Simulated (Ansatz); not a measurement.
# A hypothetical structure for Mn4P, part 2 of 2

This structure for Mn4P is made up. Its elements were placed in a known structure type with a cell scaled to their sizes. What cell does the guess relax to, and how far off was it?

Ansatz 0.2.0; DFT, PBE, plane-wave PAW, files of the set soft_1, scalar-relativistic, ferromagnetic start, cell and ions relaxed at zero pressure; PAW set soft_1 (the session's first sound run).

So far: Set-up; Relaxing cell and atoms. The relaxed cell has a = 2.557, c = 28.722 Å (conventional setting).

**3. Electronic structure of the relaxed cell**

A second self-consistent run takes a narrower smearing and the mesh shown in its input; the bands follow along the standard path of the relaxed lattice.

This step: DFT, PBE, plane-wave PAW, files of the set soft_1, scalar-relativistic, no spin, bands and density of states at the relaxed cell; PAW set soft_1 (Ansatz 0.2.0).

The input, input.yaml:

```yaml
crystal:
  lattice:
    - [1.278521372, 0.7381546581, 9.5739954713]
    - [-1.278521372, 0.7381546581, 9.5739954713]
    - [0.0, -1.4763093167, 9.5739954712]
  atoms:
    - { symbol: Mn, position: [0.3971432854, 0.3971432854, 0.3971432854] }
    - { symbol: Mn, position: [0.7982342275, 0.7982342275, 0.7982342275] }
    - { symbol: Mn, position: [0.2017657725, 0.2017657725, 0.2017657725] }
    - { symbol: Mn, position: [0.6028567146, 0.6028567146, 0.6028567146] }
    - { symbol: P, position: [0.0, 0.0, 0.0] }
kpoints:
  mp_grid: { grid: [14, 14, 14] }
  band_path:
    path:
      - [[0.0, 0.0, 0.0], [0.5, 0.0, 0.0], [0.5, 0.1706296, -0.1706296]]
      - [[0.8293704, 0.5, 0.1706296], [0.5, 0.5, 0.5], [0.0, 0.0, 0.0], [0.3353148, 0.0, -0.3353148]]
      - [[0.6646852, 0.3353148, 0.0], [0.5, 0.5, 0.0], [0.6646852, 0.6646852, 0.1706296], [0.5, 0.5, 0.5]]
      - [[0.5, 0.0, 0.0], [0.8293704, 0.3353148, 0.3353148]]
    npoints: 8
scf:
  occupations: { method: fermi_dirac, width: 0.03 }
  n_extra_bands: 9
hamiltonian:
  xc: pbe
  pseudopotentials: { kind: paw, azcp: { folder: soft_1 } }
output:
  forces: true
  stress: true
  write_bands: true
  dos: { projected: true }
  write_density: true
  write_potential: true
  elf: true
  volumetric_format: npy
```

Started as:

```sh
$ ansatz run input.yaml --threads 4 --pin off --max-ram 8192MiB --backend cpu --events-out ev --progress --plain --runs-dir out
```

Numbers of over 12 decimals in the logs are rounded to 6 here.

The program printed:

```text
[...]
Crystal: 5 atoms, lattice volume = 54.213 Å³
Basis set: ecut = 420 eV, 1081 PW (Γ), FFT grids on a1−a2, a2, −a2+a3, exchange–correlation on 36×144×36 points (8 copies of the dense FFT grid, shifted against one another)
Bands: 42, of which v1, the nominal top of the filled ones, is band 33 counted from 1 (32 counted from 0)
Symmetry: 12 space group operations
[...]
k-points: 288 of 2744
[...]
SCF iter   1: F=—  HF=-16361.213166 eV  |F-HF|=—  |Δ(HF+E_count)|=         —  Δρ=3.63e-1  dr2=3.67e2  ethr=3.10e-3  ⟨swp⟩=5.6  Hψ=40394  notcnv=0
[...]
SCF iter  12: F=-16350.989053 eV  HF=-16350.989053 eV  |F-HF|=1.31e-8  |Δ(HF+E_count)|=   1.51e-8  Δρ=3.42e-6  dr2=1.45e-8  ethr=1.54e-10  ⟨swp⟩=12.6  Hψ=76326  notcnv=0
SCF 1 converged in 12 iterations: F = -16350.989053 eV  dr2 = 1.45e-8
[...]
NSCF: frozen V_eff on 76 k-points
SCF converged after 12 iterations
Free energy (F): -16350.989053 eV
[...]
Internal energy: -16350.967436 eV  (E = F + TS)
E sigma→0 (E₀):  -16350.978244 eV
Entropy (-TS):   -0.021617 eV (-4.323 meV/atom)
Fermi energy:    19.181482 eV
[...]
--- Forces (eV/Å), atoms counted from 1 ---
  atom   1  Mn     0.00000000     0.00000000    -0.00490815
  atom   2  Mn     0.00000000    -0.00000000     0.00989327
  atom   3  Mn     0.00000000     0.00000000    -0.00989327
  atom   4  Mn     0.00000000    -0.00000000     0.00490815
  atom   5  P     -0.00000000     0.00000000    -0.00000000
  max |Σ_I F_I| component: 2.31e-18 eV/Å
--- Stress (GPa, compression-positive) ---
       -0.207669       0.000000       0.000000
        0.000000      -0.207669      -0.000000
        0.000000      -0.000000       0.209086
  P = ⅓ Tr σ = -0.0688 GPa (-0.688 kbar)
--- Band table (eV; the first three rows and the last of 288) ---
  k-point 0: bands = [... 29 lower, 18.1395, 18.1594, 18.1594, 18.8170, 19.4231, 19.4231, 19.5355, 19.5355, ... 5 higher]
  k-point 1: bands = [... 29 lower, 18.2050, 18.2535, 18.3213, 18.5506, 19.2798, 19.3172, 19.5349, 19.5555, ... 5 higher]
  k-point 2: bands = [... 29 lower, 18.2755, 18.4445, 18.5122, 18.5493, 18.9845, 19.1531, 19.4818, 19.5945, ... 5 higher]
  k-point 287: bands = [... 29 lower, 18.2058, 18.2058, 18.2070, 19.0351, 19.3546, 19.3546, 19.5822, 19.5822, ... 5 higher]
```

The job ended after 20 s (4 threads of Arm Neoverse V1, shared host; peak memory 0.72 GiB).

In the SCF lines HF is the Harris–Foulkes energy and dr2 the Hartree energy of the density residual, in eV; the loop may stop once dr2 is under the threshold and the program's other checks hold. Hψ counts applications of the Hamiltonian.

Numbers from this step:

```
free energy             : -16350.9891 eV
energy at zero smearing : -16350.9782 eV
smearing term TS        : 0.02162 eV
pressure                : -0.06875 GPa
```

bands.tsv at the labelled points (eV, zero at the Fermi level; the bands that come nearest the Fermi level along the path):

```tsv
point	band 29	band 30	band 31	band 32	band 33	band 34	band 35	band 36
Γ	-1.06	-1.04	-1.02	-1.02	-0.36	0.24	0.24	0.35
L	-0.91	-0.81	-0.41	0.34	0.54	1.00	1.43	1.46
B1	-1.61	-1.11	-1.03	-0.12	0.29	0.31	0.99	1.23
B	-1.61	-1.11	-1.03	-0.12	0.29	0.31	0.99	1.23
Z	-1.05	-0.98	-0.98	-0.97	-0.15	0.17	0.17	0.40
Γ	-1.06	-1.04	-1.02	-1.02	-0.36	0.24	0.24	0.35
X	-1.62	-1.11	-1.03	-0.12	0.29	0.31	0.98	1.30
Q	-1.62	-1.11	-1.03	-0.12	0.29	0.31	0.98	1.30
F	-1.07	-0.74	-0.16	0.76	0.95	1.27	1.43	1.46
P1	-1.08	-0.86	-0.02	0.36	1.03	1.22	1.43	1.46
Z	-1.05	-0.98	-0.98	-0.97	-0.15	0.17	0.17	0.40
L	-0.91	-0.81	-0.41	0.34	0.54	1.00	1.43	1.46
P	-1.08	-0.86	-0.02	0.36	1.03	1.22	1.43	1.46
```

States per cell as run, both spins, in windows of 1 eV, from dos.tsv (zero at the Fermi level):

| from | to | total |
| --- | --- | --- |
| -8 | -7 | 0.69 |
| -7 | -6 | 1.01 |
| -6 | -5 | 1.68 |
| -5 | -4 | 2.60 |
| -4 | -3 | 4.61 |
| -3 | -2 | 5.75 |
| -2 | -1 | 7.80 |
| -1 | 0 | 6.52 |
| 0 | 1 | 6.42 |
| 1 | 2 | 7.25 |

Below -8 eV lie 34.3 more states.

Valence density in the ac plane of the cell as run, not the conventional one, at fractional y = 0.000, with atoms of P within 0.2 Å of it. It is the smooth field of the valence electrons, not physical close to the nuclei.

Ten steps, logarithmic in the rise over the least value, from '0' (0.2 e/Å³) to '9' (7.8 e/Å³), each cell a mean:
```
004432211134532333211112344
421443222123564322221111224
343244322222467532221111122
234334432222247864222111112
223443443232225897422211111
122344443323322589852222111
112233444322332358985222211
112222334332333335899632222
221222233333223433489863233
432222322333222343247986323
455322333222222234323687532
356642233322222223432357753
235775323432222222333224564
323688632343222332233322344
332368974234322233322322223
232236998433432233333222212
122223699852333223444322211
111222269985223323344433221
111112225898522332344444322
211111222478742222234434432
221111122246874222223443343
322111122223566321222344134
442211112332345532112234302
144221111233323442111223440
```
Columns run along a (9.7 Å), rows up along c (9.7 Å). Atoms in or near the plane, at fractional coordinates: P at (0.00, 0.00).

ELF in the ac plane of the cell as run, not the conventional one, at fractional y = 0.000, with atoms of P within 0.2 Å of it. It is the smooth field of the valence electrons, not physical close to the nuclei.

Ten even steps from '0' (0.04) to '9' (0.71), each cell a mean:
```
006974344312223322234434796
710696433421232332223443469
982169633343234333333444346
589427963233324542444444434
448964896322332564245444443
434698789522233357523543344
433358989852223335753343333
343324799874222333576334322
124322368886422223357633322
212332224677532222334653332
222233222356653222233355333
223323322224555322223324433
323442332222355542222332232
233355333222235665322233222
223336643322224677742223321
123433675333222478886322342
322343367533222258999743344
443345335753332225898985333
444444533565233223698689643
434444443246423322369736984
544444434323532333237961498
964344432332343234334795028
796434432223323213433479501
079643443222232221344347950
```
Columns run along a (9.7 Å), rows up along c (9.7 Å). Atoms in or near the plane, at fractional coordinates: P at (0.00, 0.00).

Electrostatic potential energy in the ac plane of the cell as run, not the conventional one, at fractional y = 0.000, with atoms of P within 0.2 Å of it. With pseudopotentials it is smooth inside the atoms' cores, unlike the true potential.

Values in eV, 13 rows by 16 columns, each cell a mean:
```
-28 -25   6  18  19  19  10  -3   9  14  14  19  21  19  17  -2
  5 -23 -26   4  17  17  18   5 -19  -3  16  18  20  21  20  18
 18  12 -12 -22   4  16  14  17   3 -28 -17  13  19  20  21  20
 20  18  16   3  -7   9  15  11  14   5 -28 -25   7  19  18  20
 16  19  16  15  13   8  13  15   8  11   9 -22 -30   3  17  13
  3   5  17  15  12  16  15  16  16   9   9  13 -10 -27   1  15
 13  -9 -12  11  14   8  15  17  16  17  12  10  16   3 -13   5
 11  13 -16 -26   2  13   7  13  17  14  15  14  13  17  14   4
 15  16  15 -15 -32  -6  14   8  12  15   8   7  15  16  18  19
 20  19  19  17  -7 -32 -13  14  12  13  14  -4  -9   9  17  19
 19  21  20  19  18   2 -27 -15  14  16  15  13 -12 -24  -1  17
 14  19  20  20  18  17  11 -12  -8  15  18  17  14 -13 -30 -12
-20  10  19  20  20  15  11  14   5   4  17  20  18  16  -9 -30
```
Columns run along a (9.7 Å; values clipped at the 3rd and 97th percentile), rows up along c (9.7 Å). Atoms in or near the plane, at fractional coordinates: P at (0.00, 0.00).

**4. Results**

* space group, relaxed: R-3m
* conventional cell: a = 2.557, b = 2.557, c = 28.722 Å; α = 90.0°, β = 90.0°, γ = 120.0°
* volume per atom: 10.84 Å³ (guess 13.46)
* total moment: 0.00 μB in the cell of 5 atoms

What this shows: Mn4P relaxes to R-3m with a = 2.557, b = 2.557 and c = 28.722 Å. The guessed volume was 24 % too large. The space group R-3m was held in the relaxation, so the end point is a stationary structure within it and may be a saddle against distortions or other arrangements. The moments died out from this one start and weren't seeded again at the relaxed cell. Bands cross the Fermi level, so it is a metal or semimetal at this level. The electron count is odd, which forces that without spin polarisation or a larger cell. On the 14×14×14 mesh with the narrower smearing (relaxed on 11×11×11) the largest force component is 0.010 eV/Å and the largest stress component is 0.209 GPa, against the relaxation's thresholds of 0.015 eV/Å and 0.05 GPa. The cutoff wasn't tested. A vector of the cell changed its length by 11 %, more than the volume shows. No dispersion term is used, so weakly bound directions may come out too long. Nothing here tests whether the compound is stable against decomposition.

[Logs are printed without paths, hosts, clocks, repeated set-up lines and the standing remarks that a program may print on its own settings, such as how far it seeks lower states.]

[Hosts, paths, dates, database ids (printed as entryN), source tags and the programs' standing remarks are cut or masked in the printed files.]
